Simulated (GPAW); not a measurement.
# 1T-CrSSe monolayer: simulated STM images

What would a tunnelling microscope show on 1T-CrSSe monolayer?

Calculated with GPAW 26.7.0; GPAW, PAW setups; layer in a repeated cell with vacuum, relaxation of atoms and in-plane cell, in the first sound run; inputs show where later runs differ.

Most raw output is cut from this account.

### 1. Set-up

The cell holds 3 atoms: 1 Se, 1 Cr and 1 S. Its edges and angles: a = 3.125 Å, b = 3.125 Å, c = 21.148 Å, α = 90.0°, β = 90.0°, γ = 120.0°. Vacuum lies along c.

### 2. Relaxing the atoms

Forces are removed first; all later runs use this geometry.

run.py

```python
import json
import numpy as np
from ase import Atoms
from ase.filters import FrechetCellFilter
from ase.optimize import BFGS
from gpaw import GPAW, PW

slab = Atoms(
    ['Se', 'Cr', 'S'],
    positions=[
        [1.56250, 0.90211, 9.00000],
        [0.00000, 0.00000, 10.68838],
        [-0.00000, 1.80422, 12.14846]],
    cell=[[3.125, 0.0, 0.0], [-1.5625, 2.70633, 0.0], [0.0, 0.0, 21.1485]],
    pbc=[True, True, True],
    magmoms=[0.0, 3.0, 0.0])

slab.calc = GPAW(mode=PW(600), xc='PBE', kpts={'size': (12, 12, 1), 'gamma': True},
                 occupations={'name': 'fermi-dirac', 'width': 0.05}, nbands='160%',
                 convergence={'density': 1e-05}, maxiter=200,
                 symmetry={'tolerance': 1e-3}, txt='slab.txt')
result = {}
# The in-plane cell is free; stress needs a cell that repeats along all three vectors
path = []
opt = BFGS(FrechetCellFilter(slab, mask=[1, 1, 0, 0, 0, 1]), maxstep=0.2)
opt.attach(lambda: path.append((slab.get_potential_energy(), slab.positions.tolist(), slab.get_forces().tolist())))
result['relaxed'] = bool(opt.run(fmax=0.02, steps=45))
result['path'] = path
result['cell'] = slab.cell.tolist()
print('in-plane lattice', slab.cell.cellpar().round(4)[[0, 1, 5]])
energy = slab.get_potential_energy()
fermi = slab.calc.get_fermi_level()
v = slab.calc.get_electrostatic_potential().mean((0, 1)) - fermi
n = slab.calc.get_pseudo_density().mean((0, 1))
L = slab.cell[2, 2]
z = np.arange(len(v)) * L / len(v)
low, high = slab.positions[:, 2].min(), slab.positions[:, 2].max()
below, above = np.interp([low - 6.8, high + 6.8], z, v)
slopes = [np.interp(x, z, np.gradient(v, z)) for x in (low - 6.8, high + 6.8)]
eps = np.array([[slab.calc.get_eigenvalues(k, s) for k in range(len(slab.calc.get_ibz_k_points()))]
                for s in range(slab.calc.get_number_of_spins())]) - fermi
top, bottom = eps[eps < 0].max(), eps[eps > 0].min()
dipole = slab.get_dipole_moment()[2]
print(f'energy {energy:.4f} eV, Fermi level {fermi:.4f} eV, dipole {dipole:.5f} e A')
print(f'potential 6.8 A off the faces, from the Fermi level: lower {below:.4f} eV, upper {above:.4f} eV')
print(f'slope of the potential there: lower {slopes[0]:.5f}, upper {slopes[1]:.5f} eV/A')
print(f'nearest levels on the mesh: {top:.4f} and {bottom:.4f} eV')
print('magnetic moment', round(slab.get_magnetic_moment(), 3))
result.update(energy=energy, fermi=fermi, dipole=dipole, below=below, above=above, slopes=slopes, edges=[top, bottom],
              z=z.tolist(), v=v.tolist(), n=n.tolist(), positions=slab.positions.tolist(),
              forces=slab.get_forces(apply_constraint=False).tolist(), moments=slab.get_magnetic_moments().tolist())
json.dump(result, open('result.json', 'w'))
```

Command:

```console
$ OMP_NUM_THREADS=1 OPENBLAS_NUM_THREADS=1 python run.py
```

Elapsed: 11 min, on 1 thread of Intel Xeon Platinum 8488C (Sapphire Rapids), shared host; peak memory 0.51 GiB.

Numbers from this step:

```yaml
dipole_along_the_normal: -0.01573 e·Å
levels_nearest_the_fermi_level_on_the_mesh: -0.01103, 0.03042 eV from the Fermi level
site_moments: -0.1503, 2.332, -0.1129 μB
sum_of_the_site_moments: 2.069 μB
```

The electrostatic potential energy of an electron (without an applied field's), less the Fermi level, planar mean by z:

z (Å), electrostatic potential energy of an electron (without an applied field's), less the Fermi level, planar mean (eV) and a bar from the least value:
```
        0        5.7 ##############################
        1        5.7 ##############################
        2        5.7 ##############################
        3        5.7 ##############################
        4        5.7 ##############################
        5        5.6 ##############################
        6        5.6 ##############################
        7        5.5 ##############################
        8        3.7 ###########################
        9      -17.5 
       10       -3.4 ##################
       11      -10.1 ##########
       12      -16.2 ##
       13        3.9 ############################
       14        5.7 ##############################
       15        5.8 ##############################
       16        5.8 ##############################
       17        5.8 ##############################
       18        5.8 ##############################
       19        5.7 ##############################
       20        5.7 ##############################
       21        5.7 ##############################
```

The pseudo valence density, planar mean oscillates, so the rows of the table below give means over windows of 1 Å about each position, cut where the curve ends. Its maxima inside the range that stand out by 2 % of the span (Å: e/Å³): 8.6: 0.352, 9.5: 0.422, 10.8: 0.517, 11.6: 0.480. Its minima: 9.2: 0.209, 10.0: 0.339, 11.1: 0.458.

Table of pseudo valence density, planar mean by z; means over each step:

| z (Å) | pseudo valence density, planar mean (e/Å³) |
| --- | --- |
| 5 | 1.9e-5 |
| 6 | 3.4e-4 |
| 7 | 0.00689 |
| 8 | 0.116 |
| 9 | 0.305 |
| 10 | 0.378 |
| 11 | 0.476 |
| 12 | 0.402 |
| 13 | 0.128 |
| 14 | 0.00682 |
| 15 | 2.9e-4 |
| 16 | 1.3e-5 |

Site moment by atom:

| atom | site moment (μB) |
| --- | --- |
| Se1 | -0.15 |
| Cr2 | 2.33 |
| S3 | -0.11 |

The relaxation lowered the energy of the cell by 0.317 eV (energies extrapolated to zero smearing; the optimiser's log prints free energies). The largest force left on a free atom is 0.0067 eV/Å.

### 3. The slab's potential

The work function is the vacuum plateau of the electrostatic potential less the Fermi level; a dipole layer lets the two faces have plateaus of their own.

This step: GPAW, PAW setups; slab in vacuum (GPAW 26.7.0).

The cell differs from the one that the last finished run ended in (c 21.148 → 20.866 Å).

run.py

```python
import json
import numpy as np
from ase import Atoms
from ase.dft.stm import STM
from gpaw import GPAW, PW

slab = Atoms(
    ['Se', 'Cr', 'S'],
    positions=[
        [1.68982, 0.97562, 9.00000],
        [0.00000, -0.00000, 10.61127],
        [-0.00000, 1.95124, 11.86641]],
    cell=[[3.37964, -0.0, 0.0], [-1.68982, 2.92686, 0.0], [0.0, 0.0, 20.8664]],
    pbc=[True, True, False],
    magmoms=[0.0, 3.0, 0.0])

slab.calc = GPAW(mode=PW(400), xc='PBE', kpts={'size': (12, 12, 1), 'gamma': True},
                 occupations={'name': 'fermi-dirac', 'width': 0.05}, nbands='160%',
                 convergence={'density': 1e-05}, maxiter=200,
                 poissonsolver={'dipolelayer': 'xy'},
                 symmetry={'tolerance': 1e-3}, txt='slab.txt')
result = {}
energy = slab.get_potential_energy()
fermi = slab.calc.get_fermi_level()
v = slab.calc.get_electrostatic_potential().mean((0, 1)) - fermi
n = slab.calc.get_pseudo_density().mean((0, 1))
L = slab.cell[2, 2]
z = np.arange(len(v)) * L / len(v)
low, high = slab.positions[:, 2].min(), slab.positions[:, 2].max()
below, above = np.interp([low - 6.8, high + 6.8], z, v)
slopes = [np.interp(x, z, np.gradient(v, z)) for x in (low - 6.8, high + 6.8)]
eps = np.array([[slab.calc.get_eigenvalues(k, s) for k in range(len(slab.calc.get_ibz_k_points()))]
                for s in range(slab.calc.get_number_of_spins())]) - fermi
top, bottom = eps[eps < 0].max(), eps[eps > 0].min()
dipole = slab.get_dipole_moment()[2]
print(f'energy {energy:.4f} eV, Fermi level {fermi:.4f} eV, dipole {dipole:.5f} e A')
print(f'potential 6.8 A off the faces, from the Fermi level: lower {below:.4f} eV, upper {above:.4f} eV')
print(f'slope of the potential there: lower {slopes[0]:.5f}, upper {slopes[1]:.5f} eV/A')
print(f'nearest levels on the mesh: {top:.4f} and {bottom:.4f} eV')
print('magnetic moment', round(slab.get_magnetic_moment(), 3))
result.update(energy=energy, fermi=fermi, dipole=dipole, below=below, above=above, slopes=slopes, edges=[top, bottom],
              z=z.tolist(), v=v.tolist(), n=n.tolist(), positions=slab.positions.tolist(),
              forces=slab.get_forces(apply_constraint=False).tolist(), moments=slab.get_magnetic_moments().tolist())

# Images need the states of the whole zone, up to time reversal
slab.calc = slab.calc.fixed_density(symmetry={'point_group': False}, txt='states.txt', nbands='220%',
                                    convergence={'bands': 'CBM+0.8'})
stm = STM(slab)
result['stm'] = []
for bias in [-0.5, 0.5]:
    height = high + 3.5
    current = stm.get_averaged_current(bias, height)
    x, y, h = stm.scan(bias, current)
    i, f = divmod(height / L * stm.ldos.shape[2], 1)
    I = abs((1 - f) * stm.ldos[:, :, int(i)] + f * stm.ldos[:, :, int(i) + 1])
    print(f'bias {bias} V: mean current at 3.5 A {current:.4e}, corrugation {np.ptp(h):.4f} A')
    result['stm'].append(dict(bias=bias, current=current, h=(h - high).tolist(), I=I.tolist()))
json.dump(result, open('result.json', 'w'))
```

Elapsed: 2.7 min, on 1 thread; peak memory 0.56 GiB.

This step gave:

- dipole along the normal: -0.01201 e·Å
- levels nearest the Fermi level on the mesh: -0.01107, 0.03055 eV from the Fermi level
- upper work function: 5.819 eV
- lower work function: 5.597 eV
- site moments: -0.1501, 2.330, -0.1126 μB
- corrugation -0.5: 0.2564 Å
- corrugation 0.5: 0.1868 Å
- sum of the site moments: 2.067 μB

Table of electrostatic potential energy of an electron (without an applied field's), less the Fermi level, planar mean by z:

| z (Å) | electrostatic potential energy of an electron (without an applied field's), less the Fermi level, planar mean (eV) |
| --- | --- |
| 0.0 | 5.71 |
| 0.5 | 5.60 |
| 1.0 | 5.60 |
| 1.5 | 5.60 |
| 2.0 | 5.60 |
| 2.5 | 5.60 |
| 3.0 | 5.60 |
| 3.5 | 5.60 |
| 4.0 | 5.60 |
| 4.5 | 5.60 |
| 5.0 | 5.60 |
| 5.5 | 5.60 |
| 6.0 | 5.59 |
| 6.5 | 5.57 |
| 7.0 | 5.46 |
| 7.5 | 4.99 |
| 8.0 | 2.93 |
| 8.5 | -5.38 |
| 9.0 | -18.8 |
| 9.5 | -7.15 |
| 10.0 | -4.15 |
| 10.5 | -11.6 |
| 11.0 | -8.46 |
| 11.5 | -9.78 |
| 12.0 | -14.2 |
| 12.5 | -0.285 |
| 13.0 | 4.54 |
| 13.5 | 5.56 |
| 14.0 | 5.76 |
| 14.5 | 5.81 |
| 15.0 | 5.82 |
| 15.5 | 5.82 |
| 16.0 | 5.82 |
| 16.5 | 5.82 |
| 17.0 | 5.82 |
| 17.5 | 5.82 |
| 18.0 | 5.82 |
| 18.5 | 5.82 |
| 19.0 | 5.82 |
| 19.5 | 5.82 |
| 20.0 | 5.82 |
| 20.5 | 5.81 |

The pseudo valence density, planar mean by z:

z (Å), pseudo valence density, planar mean (e/Å³) and a bar from the least value:
```
     0.00      0.000 
     0.64      0.000 
     1.06      0.000 
     1.70      0.000 
     2.13      0.000 
     2.77      0.000 
     3.41      0.000 
     3.83      0.000 
     4.47      0.000 
     5.11      0.000 
     5.54      0.000 
     6.17      0.001 
     6.60      0.002 
     7.24      0.013 #
     7.88      0.089 #####
     8.30      0.257 ###############
     8.94      0.204 ############
     9.58      0.404 #######################
    10.01      0.337 ####################
    10.65      0.518 ##############################
    11.07      0.453 ##########################
    11.71      0.424 #########################
    12.35      0.332 ###################
    12.78      0.136 ########
    13.41      0.019 #
    14.05      0.002 
    14.48      0.001 
    15.12      0.000 
    15.54      0.000 
    16.18      0.000 
    16.82      0.000 
    17.25      0.000 
    17.89      0.000 
    18.52      0.000 
    18.95      0.000 
    19.59      0.000 
    20.01      0.000 
    20.65      0.000
```

Tip height over the top atom over a1 and a2. Sample bias -0.5 V, constant current at the mean current 3.5 Å over the top atom.

Ten even steps from '0' (3.37 Å) to '9' (3.62 Å):
```
0123567777653210
1235788888753210
2357899998753211
3578999998753222
4689999998643223
5789999987543234
6789999876533335
6789998765332335
6788887653322335
5677765533222335
4555544332222334
3333333322222333
2222222333333222
1111223333333221
0001234555543210
0012345666543210
```
Columns: a1 from 0 to 0.938; rows upwards: a2 from 0 to 0.938.

Local density of states summed over the bias window over a1 and a2. Sample bias -0.5 V, constant height 3.5 Å over the top atom.

Values in units of 1e-6 arbitrary, 16 rows by 16 columns:
```
4.1 4.3 4.7 5.2 5.6 6.1 6.5 6.7 6.7 6.5 6.1 5.6 5.2 4.7 4.3 4.1
4.3 4.7 5.2 5.7 6.2 6.8 7.1 7.2 7.1 6.8 6.2 5.7 5.2 4.7 4.3 4.2
4.8 5.2 5.7 6.3 6.9 7.3 7.6 7.6 7.3 6.9 6.3 5.7 5.2 4.8 4.5 4.5
5.2 5.6 6.2 6.9 7.4 7.7 7.9 7.7 7.4 6.9 6.2 5.6 5.2 4.8 4.7 4.8
5.5 6.1 6.8 7.3 7.7 7.9 7.9 7.7 7.3 6.8 6.1 5.5 5.1 4.9 4.9 5.1
5.8 6.5 7.1 7.6 7.9 7.9 7.9 7.6 7.1 6.5 5.8 5.3 5.0 4.9 5.0 5.3
6.1 6.7 7.2 7.6 7.7 7.7 7.6 7.2 6.7 6.1 5.6 5.2 4.9 4.9 5.2 5.6
6.2 6.7 7.1 7.3 7.4 7.3 7.1 6.7 6.2 5.7 5.2 4.9 4.9 4.9 5.2 5.7
6.1 6.5 6.8 6.9 6.9 6.8 6.5 6.1 5.7 5.2 4.9 4.8 4.8 4.9 5.2 5.7
5.8 6.1 6.2 6.3 6.2 6.1 5.8 5.6 5.2 4.9 4.7 4.7 4.7 4.9 5.2 5.6
5.5 5.6 5.7 5.7 5.6 5.5 5.3 5.2 4.9 4.8 4.7 4.7 4.8 4.9 5.2 5.3
5.2 5.2 5.2 5.2 5.2 5.1 5.0 4.9 4.9 4.8 4.7 4.8 4.9 4.9 5.0 5.1
4.8 4.7 4.7 4.8 4.8 4.9 4.9 4.9 4.9 4.9 4.9 4.9 4.9 4.9 4.9 4.8
4.3 4.3 4.3 4.5 4.7 4.9 5.0 5.2 5.2 5.2 5.2 5.2 5.0 4.9 4.7 4.5
4.1 4.1 4.2 4.5 4.8 5.1 5.3 5.6 5.7 5.7 5.6 5.3 5.1 4.8 4.5 4.2
4.0 4.1 4.3 4.8 5.2 5.5 5.8 6.1 6.2 6.1 5.8 5.5 5.2 4.8 4.3 4.1
```
Columns: a1 from 0 to 0.938; rows upwards: a2 from 0 to 0.938.

Tip height over the top atom over a1 and a2. Sample bias 0.5 V, constant current at the mean current 3.5 Å over the top atom.

Ten even steps from '_' (3.41 Å) to '@' (3.59 Å):
```
__..::--++**########**++--::..__
..::--++**##%%%%%%##**++--::....
::--++**%%%%@@@@%%%%**++--::....
--++**%%@@@@@@@@@@%%**++--::::::
==**##%%@@@@@@@@%%##**==--::::--
++##%%@@@@@@@@@@%%##++==::::::==
**##%%@@@@@@@@%%##**==--::::--==
**##%%%%@@%%%%##**++--::::::--++
**####%%%%####**++--::::::::--++
++**********++==--::::::::::--==
==++++++++====--::::::::::::--==
------------::::::::::::::::::--
::::::::::::::::::::::::::::::::
........::::::----------::::::..
____....::--====++++====--::....
____..::--==++******++==--::..__
```
Columns: a1 from 0 to 0.938; rows upwards: a2 from 0 to 0.938.

Local density of states summed over the bias window over a1 and a2. Sample bias 0.5 V, constant height 3.5 Å over the top atom.

Ten even steps from '0' (0.81 × 1e-5 arbitrary) to '9' (1.30 × 1e-5 arbitrary):
```
0123456776543210
1234577877543211
2345789987543211
3457899987543222
4578999987543223
5679999976533233
5789999875432234
6778887764322234
5677776543222234
5555555432212234
4444443322112233
3333333222222233
2222222222222222
1111223333333221
0011233444433211
0012345565543210
```
Columns: a1 from 0 to 0.938; rows upwards: a2 from 0 to 0.938.

The potential is flat to 5.4e-5 eV/Å where it is read, so the vacuum is wide enough.

### 4. A changed run

One more run, with changed settings.

run.py: that of step 3 with these lines changed.

```diff
@@ -3,3 +3,2 @@
 from ase import Atoms
-from ase.dft.stm import STM
 from gpaw import GPAW, PW
@@ -16,5 +15,5 @@
 
-slab.calc = GPAW(mode=PW(400), xc='PBE', kpts={'size': (12, 12, 1), 'gamma': True},
+slab.calc = GPAW(mode=PW(400), xc='pbe96', kpts={'size': (12, 12, 1), 'gamma': True},
                  occupations={'name': 'fermi-dirac', 'width': 0.05}, nbands='160%',
-                 convergence={'density': 1e-05}, maxiter=200,
+                 convergence={'density': 1e-05}, maxiter=100,
                  poissonsolver={'dipolelayer': 'xy'},
@@ -43,16 +42,2 @@
               forces=slab.get_forces(apply_constraint=False).tolist(), moments=slab.get_magnetic_moments().tolist())
-
-# Images need the states of the whole zone, up to time reversal
-slab.calc = slab.calc.fixed_density(symmetry={'point_group': False}, txt='states.txt', nbands='220%',
-                                    convergence={'bands': 'CBM+0.8'})
-stm = STM(slab)
-result['stm'] = []
-for bias in [-0.5, 0.5]:
-    height = high + 3.5
-    current = stm.get_averaged_current(bias, height)
-    x, y, h = stm.scan(bias, current)
-    i, f = divmod(height / L * stm.ldos.shape[2], 1)
-    I = abs((1 - f) * stm.ldos[:, :, int(i)] + f * stm.ldos[:, :, int(i) + 1])
-    print(f'bias {bias} V: mean current at 3.5 A {current:.4e}, corrugation {np.ptp(h):.4f} A')
-    result['stm'].append(dict(bias=bias, current=current, h=(h - high).tolist(), I=I.tolist()))
 json.dump(result, open('result.json', 'w'))
```

The job ended after 0.87 s (1 thread; peak memory 0.1 GiB).

The program refused the input before any cycle.

The program's message: “NameError: Unknown functional: pbe96.”

The change that led to it: xc = "pbe96".

### 5. What came out

```
work function, upper and lower face : 5.819 and 5.597 eV
dipole along the normal             : -0.0120 e Å
corrugation at -0.5 V               : 0.256 Å
corrugation at 0.5 V                : 0.187 Å
```

The corrugation at constant current is largest at -0.5 V, where the tip height varies by 0.26 Å over the cell. Negative sample bias images filled states, positive bias empty ones. The two faces differ by 0.22 eV, the step that the slab's dipole makes (e p/(ε0 A) gives 0.22 eV), so the dipole layer is needed. The images are of Tersoff-Hamann type: an s-wave tip, no tip-sample forces, heights closer than in a microscope. The starting lattice was a guess from atomic radii; the relaxation moved it by 8 %. The relaxation of atoms and cell ran in a fully periodic cell without the dipole layer, so the atoms of this polar layer felt a small spurious field. One magnetic start was tried; another order may lie lower. The layer's cell and atoms come from the relaxation; spin-orbit coupling and temperature are left out.

[Logs are printed without paths, hosts, clocks, repeated set-up lines and the standing remarks that a program may print on its own settings, such as how far it seeks lower states.]

[Hosts, paths, dates, database ids (printed as entryN), source tags and the programs' standing remarks are cut or masked in the printed files.]
